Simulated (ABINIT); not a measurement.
# BN (P6_3/mmc): bands and cutoff in G0W0 with ABINIT

What does each rung of G0W0 on BN (P6_3/mmc) cost, and what does it buy?

Program: ABINIT 10.8.3. Level of theory: PBE and many-body steps on it, plane waves. Results are calculated unless marked as measured.

This is a report of a sequence of runs, with most program output left out.

### Step 1. The structure

Symmetry: P6_3/mmc, No. 194, hexagonal system. Conventional cell: a = 2.504 Å, b = 2.504 Å, c = 6.661 Å, α = 90.00°, β = 90.00°, γ = 120.00°. Nearest to B lie 3 N at 1.45 Å. Nearest to N lie 3 B at 1.45 Å. Farther neighbours and most contacts between anions are not listed.

The cell and positions come from the Crystallography Open Database and are kept as given unless a step says otherwise.

### Step 2. Empty states on the mesh, 6×6×2 mesh, 934 bands

This step: ABINIT 10.8.3; DFT, PBE, plane waves, norm-conserving pseudopotentials.

The sums over transitions need many empty states on a uniform mesh; this step solves for them.

File run.abi:

```
acell 3*1.0 Angstrom
rprim 
  2.503989999987 0.000000000003 0.000000000000
  -1.251994999996 2.168518950810 0.000000000000
  0.000000000000 0.000000000000 6.661200000000
ntypat 2
znucl 5 7
natom 4
typat 1 1 2 2
xred 
  0.333333333333 0.666666666667 0.250000000000
  0.666666666667 0.333333333333 0.750000000000
  0.333333333333 0.666666666667 0.750000000000
  0.666666666667 0.333333333333 0.250000000000
pp_dirpath "pseudos"
pseudos "B.upf, N.upf"
ecut 36
ngkpt 6 6 2
nshiftk 1
shiftk 0 0 0
kptopt 1
chksymbreak 0
irdden 1
istwfk *1
nband 934
prtvol 0
optdriver 6
gwr_task "HDIAGO"
paral_kgb 0
occopt 1
indata_prefix "in"
outdata_prefix "out"
tmpdata_prefix "tmp"
```

On the command line:

```console
OMP_NUM_THREADS=1 mpirun -n 8 abinit run.abi > log
```

Run time: 33 s. Hardware: 8 MPI ranks of Arm Neoverse V1, shared host; peak memory 3.4 GiB.

Numbers from this step:

* gap: 4.314 eV
* k of the valence top: 0.3333, 0.3333, 0.5
* k of the conduction bottom: 0.5, 0, 0
* least direct gap: 4.670 eV
* k points computed: 14
* lowest point of the top converged band, above the valence top: 483.0147 eV

On this mesh the gap is 4.314 eV.

The density comes from a self-consistent run that is not shown.

### Step 3. Screening, 6×6×2 mesh, 122 bands, screening to 149.7 eV

The RPA dielectric matrix is built and inverted for each q.

This step: RPA screening on PBE, plane waves, norm-conserving pseudopotentials.

Edit run.abi of step 2 so:

```diff
@@ -22,10 +22,11 @@
 chksymbreak 0
-irdden 1
 istwfk *1
-nband 934
-prtvol 0
-optdriver 6
-gwr_task "HDIAGO"
-paral_kgb 0
 occopt 1
+irdwfk 1
+optdriver 3
+nband 122
+ecuteps 5.5
+inclvkb 2
+awtr 1
+symchi 1
 indata_prefix "in"
```

The job ended after 18 s (8 MPI ranks; peak memory 1.1 GiB; 2.3 min of CPU time).

Numbers from this step:

```
ε∞ with local fields, on this mesh, along the program's q direction : 4.234
the same without local fields                                       : 4.552
plasma frequency                                                    : 24.70 eV
plane waves in the screening matrix                                 : 151
```

Local fields lower ε∞ by 7 %. On a Γ-centred mesh this coarse the value itself is usually too large, while a short band sum pulls it down.

### Step 4. 122 bands, 149.7 eV

The self-energy is evaluated for the states that the input lists, and the levels follow from it, in one-shot runs by the linearised quasiparticle equation.

This step: G0W0 on PBE, plane waves, norm-conserving pseudopotentials.

Edit run.abi of step 3 so:

```diff
@@ -25,8 +25,23 @@
 irdwfk 1
-optdriver 3
+optdriver 4
 nband 122
+gwcalctyp 0
+ecutsigx 36
+symsigma 1
+nkptgw 5
+kptgw 
+  0.3333333333 0.3333333333 0.5000000000
+  0.5000000000 0.0000000000 0.0000000000
+  0.0000000000 0.0000000000 0.0000000000
+  0.0000000000 0.0000000000 0.5000000000
+  0.5000000000 0.0000000000 0.5000000000
+bdgw 
+  7 10
+  7 10
+  7 10
+  5 10
+  7 10
 ecuteps 5.5
-inclvkb 2
-awtr 1
-symchi 1
+irdscr 1
+ppmodel 1
 indata_prefix "in"
```

Wall time 11 s (8 MPI ranks); peak memory 1.1 GiB; 85 s of CPU time.

This step gave:

| Property | Result |
| --- | --- |
| G0W0 gap on the mesh | 5.626 eV |
| starting gap on the mesh | 4.314 eV |
| k of the valence top | 0.3333, 0.3333, 0.5 |
| k of the conduction bottom | 0.5, 0, 0 |
| Z at the valence top | 0.802 |
| Z at the conduction bottom | 0.836 |
| least direct G0W0 gap on the computed points | 6.106 eV |

The gap on the mesh goes from 4.31 eV to 5.63 eV, a correction of +1.31 eV.

### Step 5. Screening, 6×6×2 mesh, 190 bands, screening to 203.5 eV

This step: RPA screening on PBE, plane waves, norm-conserving pseudopotentials.

Edit run.abi of step 4 so:

```diff
@@ -25,23 +25,8 @@
 irdwfk 1
-optdriver 4
-nband 122
-gwcalctyp 0
-ecutsigx 36
-symsigma 1
-nkptgw 5
-kptgw 
-  0.3333333333 0.3333333333 0.5000000000
-  0.5000000000 0.0000000000 0.0000000000
-  0.0000000000 0.0000000000 0.0000000000
-  0.0000000000 0.0000000000 0.5000000000
-  0.5000000000 0.0000000000 0.5000000000
-bdgw 
-  7 10
-  7 10
-  7 10
-  5 10
-  7 10
-ecuteps 5.5
-irdscr 1
-ppmodel 1
+optdriver 3
+nband 190
+ecuteps 7.48
+inclvkb 2
+awtr 1
+symchi 1
 indata_prefix "in"
```

It took 32 s on 8 MPI ranks; peak memory 1.3 GiB.

Numbers from this step:

```yaml
eps_infinity_with_local_fields_on_this_mesh_along_the_program_s_q_direction: 4.228
the_same_without_local_fields: 4.552
plasma_frequency: 24.70 eV
plane_waves_in_the_screening_matrix: 225
```

### Step 6. 190 bands, 203.5 eV

This step: G0W0 on PBE, plane waves, norm-conserving pseudopotentials.

Edit run.abi of step 5 so:

```diff
@@ -25,8 +25,23 @@
 irdwfk 1
-optdriver 3
+optdriver 4
 nband 190
+gwcalctyp 0
+ecutsigx 36
+symsigma 1
+nkptgw 5
+kptgw 
+  0.3333333333 0.3333333333 0.5000000000
+  0.5000000000 0.0000000000 0.0000000000
+  0.0000000000 0.0000000000 0.0000000000
+  0.0000000000 0.0000000000 0.5000000000
+  0.5000000000 0.0000000000 0.5000000000
+bdgw 
+  7 10
+  7 10
+  7 10
+  5 10
+  7 10
 ecuteps 7.48
-inclvkb 2
-awtr 1
-symchi 1
+irdscr 1
+ppmodel 1
 indata_prefix "in"
```

The job ended after 28 s (8 MPI ranks; peak memory 1.5 GiB; 3.7 min of CPU time).

This step gave:

| Property | Result |
| --- | --- |
| G0W0 gap on the mesh | 5.683 eV |
| starting gap on the mesh | 4.314 eV |
| k of the valence top | 0.3333, 0.3333, 0.5 |
| k of the conduction bottom | 0.5, 0, 0 |
| Z at the valence top | 0.8 |
| Z at the conduction bottom | 0.835 |
| least direct G0W0 gap on the computed points | 6.155 eV |

Against G0W0 in ABINIT (6×6×2 mesh, 122 bands, screening to 149.7 eV, Godby-Needs plasmon pole), the gap moves by +0.057 eV.

### Step 7. Screening, 6×6×2 mesh, 285 bands, screening to 269.4 eV

This step: RPA screening on PBE, plane waves, norm-conserving pseudopotentials.

Edit run.abi of step 6 so:

```diff
@@ -25,23 +25,8 @@
 irdwfk 1
-optdriver 4
-nband 190
-gwcalctyp 0
-ecutsigx 36
-symsigma 1
-nkptgw 5
-kptgw 
-  0.3333333333 0.3333333333 0.5000000000
-  0.5000000000 0.0000000000 0.0000000000
-  0.0000000000 0.0000000000 0.0000000000
-  0.0000000000 0.0000000000 0.5000000000
-  0.5000000000 0.0000000000 0.5000000000
-bdgw 
-  7 10
-  7 10
-  7 10
-  5 10
-  7 10
-ecuteps 7.48
-irdscr 1
-ppmodel 1
+optdriver 3
+nband 285
+ecuteps 9.9
+inclvkb 2
+awtr 1
+symchi 1
 indata_prefix "in"
```

It took 92 s on 8 MPI ranks; peak memory 2.2 GiB.

This step gave:

* ε∞ with local fields, on this mesh, along the program's q direction: 4.226
* the same without local fields: 4.553
* plasma frequency: 24.70 eV
* plane waves in the screening matrix: 371

### Step 8. 285 bands, 269.4 eV

This step: G0W0 on PBE, plane waves, norm-conserving pseudopotentials.

Edit run.abi of step 7 so:

```diff
@@ -25,8 +25,23 @@
 irdwfk 1
-optdriver 3
+optdriver 4
 nband 285
+gwcalctyp 0
+ecutsigx 36
+symsigma 1
+nkptgw 5
+kptgw 
+  0.3333333333 0.3333333333 0.5000000000
+  0.5000000000 0.0000000000 0.0000000000
+  0.0000000000 0.0000000000 0.0000000000
+  0.0000000000 0.0000000000 0.5000000000
+  0.5000000000 0.0000000000 0.5000000000
+bdgw 
+  7 10
+  7 10
+  7 10
+  5 10
+  7 10
 ecuteps 9.9
-inclvkb 2
-awtr 1
-symchi 1
+irdscr 1
+ppmodel 1
 indata_prefix "in"
```

It took 1.7 min on 8 MPI ranks; peak memory 2.8 GiB.

This step gave:

```
G0W0 gap on the mesh                         : 5.749 eV
starting gap on the mesh                     : 4.314 eV
k of the valence top                         : 0.3333, 0.3333, 0.5
k of the conduction bottom                   : 0.5, 0, 0
least direct G0W0 gap on the computed points : 6.217 eV
```

Against G0W0 in ABINIT (6×6×2 mesh, 190 bands, screening to 203.5 eV, Godby-Needs plasmon pole), the gap moves by +0.066 eV.

### Step 9. Screening, 6×6×2 mesh, 434 bands, screening to 359.2 eV

This step: RPA screening on PBE, plane waves, norm-conserving pseudopotentials.

Edit run.abi of step 8 so:

```diff
@@ -25,23 +25,8 @@
 irdwfk 1
-optdriver 4
-nband 285
-gwcalctyp 0
-ecutsigx 36
-symsigma 1
-nkptgw 5
-kptgw 
-  0.3333333333 0.3333333333 0.5000000000
-  0.5000000000 0.0000000000 0.0000000000
-  0.0000000000 0.0000000000 0.0000000000
-  0.0000000000 0.0000000000 0.5000000000
-  0.5000000000 0.0000000000 0.5000000000
-bdgw 
-  7 10
-  7 10
-  7 10
-  5 10
-  7 10
-ecuteps 9.9
-irdscr 1
-ppmodel 1
+optdriver 3
+nband 434
+ecuteps 13.2
+inclvkb 2
+awtr 1
+symchi 1
 indata_prefix "in"
```

Elapsed: 4.1 min, on 8 MPI ranks; peak memory 3.1 GiB; 33 min of CPU time.

Numbers from this step:

* ε∞ with local fields, on this mesh, along the program's q direction: 4.225
* the same without local fields: 4.553
* plasma frequency: 24.70 eV
* plane waves in the screening matrix: 549

### Step 10. 434 bands, 359.2 eV

This step: G0W0 on PBE, plane waves, norm-conserving pseudopotentials.

Edit run.abi of step 9 so:

```diff
@@ -25,8 +25,23 @@
 irdwfk 1
-optdriver 3
+optdriver 4
 nband 434
+gwcalctyp 0
+ecutsigx 36
+symsigma 1
+nkptgw 5
+kptgw 
+  0.3333333333 0.3333333333 0.5000000000
+  0.5000000000 0.0000000000 0.0000000000
+  0.0000000000 0.0000000000 0.0000000000
+  0.0000000000 0.0000000000 0.5000000000
+  0.5000000000 0.0000000000 0.5000000000
+bdgw 
+  7 10
+  7 10
+  7 10
+  5 10
+  7 10
 ecuteps 13.2
-inclvkb 2
-awtr 1
-symchi 1
+irdscr 1
+ppmodel 1
 indata_prefix "in"
```

Wall time 5.4 min (8 MPI ranks); peak memory 4.5 GiB.

Numbers from this step:

```
G0W0 gap on the mesh                         : 5.795 eV
starting gap on the mesh                     : 4.314 eV
k of the valence top                         : 0.3333, 0.3333, 0.5
k of the conduction bottom                   : 0.5, 0, 0
least direct G0W0 gap on the computed points : 6.261 eV
```

Against G0W0 in ABINIT (6×6×2 mesh, 285 bands, screening to 269.4 eV, Godby-Needs plasmon pole), the gap moves by +0.046 eV.

### Step 11. Screening, 6×6×2 mesh, 640 bands, screening to 466.9 eV

This step: RPA screening on PBE, plane waves, norm-conserving pseudopotentials.

Edit run.abi of step 10 so:

```diff
@@ -25,23 +25,8 @@
 irdwfk 1
-optdriver 4
-nband 434
-gwcalctyp 0
-ecutsigx 36
-symsigma 1
-nkptgw 5
-kptgw 
-  0.3333333333 0.3333333333 0.5000000000
-  0.5000000000 0.0000000000 0.0000000000
-  0.0000000000 0.0000000000 0.0000000000
-  0.0000000000 0.0000000000 0.5000000000
-  0.5000000000 0.0000000000 0.5000000000
-bdgw 
-  7 10
-  7 10
-  7 10
-  5 10
-  7 10
-ecuteps 13.2
-irdscr 1
-ppmodel 1
+optdriver 3
+nband 640
+ecuteps 17.16
+inclvkb 2
+awtr 1
+symchi 1
 indata_prefix "in"
```

It took 13 min on 8 MPI ranks; peak memory 5.5 GiB.

This step gave:

- ε∞ with local fields, on this mesh, along the program's q direction: 4.224
- the same without local fields: 4.553
- plasma frequency: 24.70 eV
- plane waves in the screening matrix: 845

### Step 12. 640 bands, 466.9 eV

This step: G0W0 on PBE, plane waves, norm-conserving pseudopotentials.

Edit run.abi of step 11 so:

```diff
@@ -25,8 +25,23 @@
 irdwfk 1
-optdriver 3
+optdriver 4
 nband 640
+gwcalctyp 0
+ecutsigx 36
+symsigma 1
+nkptgw 5
+kptgw 
+  0.3333333333 0.3333333333 0.5000000000
+  0.5000000000 0.0000000000 0.0000000000
+  0.0000000000 0.0000000000 0.0000000000
+  0.0000000000 0.0000000000 0.5000000000
+  0.5000000000 0.0000000000 0.5000000000
+bdgw 
+  7 10
+  7 10
+  7 10
+  5 10
+  7 10
 ecuteps 17.16
-inclvkb 2
-awtr 1
-symchi 1
+irdscr 1
+ppmodel 1
 indata_prefix "in"
```

The job ended after 18 min (8 MPI ranks; peak memory 9.2 GiB; 2.5 h of CPU time).

This step gave:

| Quantity | Value |
| --- | --- |
| G0W0 gap on the mesh | 5.825 eV |
| starting gap on the mesh | 4.314 eV |
| k of the valence top | 0.3333, 0.3333, 0.5 |
| k of the conduction bottom | 0.5, 0, 0 |
| least direct G0W0 gap on the computed points | 6.289 eV |

Against G0W0 in ABINIT (6×6×2 mesh, 434 bands, screening to 359.2 eV, Godby-Needs plasmon pole), the gap moves by +0.030 eV.

### Step 13. Side by side

Times are wall times on 8 MPI ranks of Arm Neoverse V1, shared host, good to a factor of about two. A run's time includes the screening step that it read.

| run | mesh | bands | screening cutoff (eV) | DFT gap (eV) | gap on the mesh (eV) | direct (eV) | ε∞ used | time |
| --- | --- | --- | --- | --- | --- | --- | --- | --- |
| 122 bands, 149.7 eV | 6×6×2 | 122 | 149.7 | 4.314 | 5.626 | 6.106 | 4.23 | 28 s |
| 190 bands, 203.5 eV | 6×6×2 | 190 | 203.5 | 4.314 | 5.683 | 6.155 | 4.23 | 61 s |
| 285 bands, 269.4 eV | 6×6×2 | 285 | 269.4 | 4.314 | 5.749 | 6.217 | 4.23 | 3.2 min |
| 434 bands, 359.2 eV | 6×6×2 | 434 | 359.2 | 4.314 | 5.795 | 6.261 | 4.22 | 9.6 min |
| 640 bands, 466.9 eV | 6×6×2 | 640 | 466.9 | 4.314 | 5.825 | 6.289 | 4.22 | 32 min |

### Step 14. Results

```
122 bands, 149.7 eV : 5.626 eV
190 bands, 203.5 eV : 5.683 eV
285 bands, 269.4 eV : 5.749 eV
434 bands, 359.2 eV : 5.795 eV
640 bands, 466.9 eV : 5.825 eV
known limits        : not at the basis limit; coarse k mesh
```

In words: From the first rung to the last the gap moves by +0.20 eV for 67 times the time. The 6×6×2 mesh is coarse for this cell, which bears on the long-range parts of exchange and screening.

[Paths, hosts, dates, memory and timing lines, banners, echoed tables and standing remarks are left out of the program output.]

[Logs are printed without paths, hosts, clocks, repeated set-up lines and the standing remarks that a program may print on its own settings, such as how far it seeks lower states.]

[Runs of the session that timed out or met a known fault of the program may be left out.]

[Hosts, paths, dates, database ids (printed as entryN), source tags and the programs' standing remarks are cut or masked in the printed files.]

[G0W0 gaps are taken among the corrected bands and points alone; a level outside them can change the order at an edge.]

[Where Ansatz stands beside ABINIT at settings called matched, ABINIT's density can come from a denser mesh and the files from another edition; pairs whose starting gaps differed by over 0.03 eV were left out, so agreement reads better than it is.]
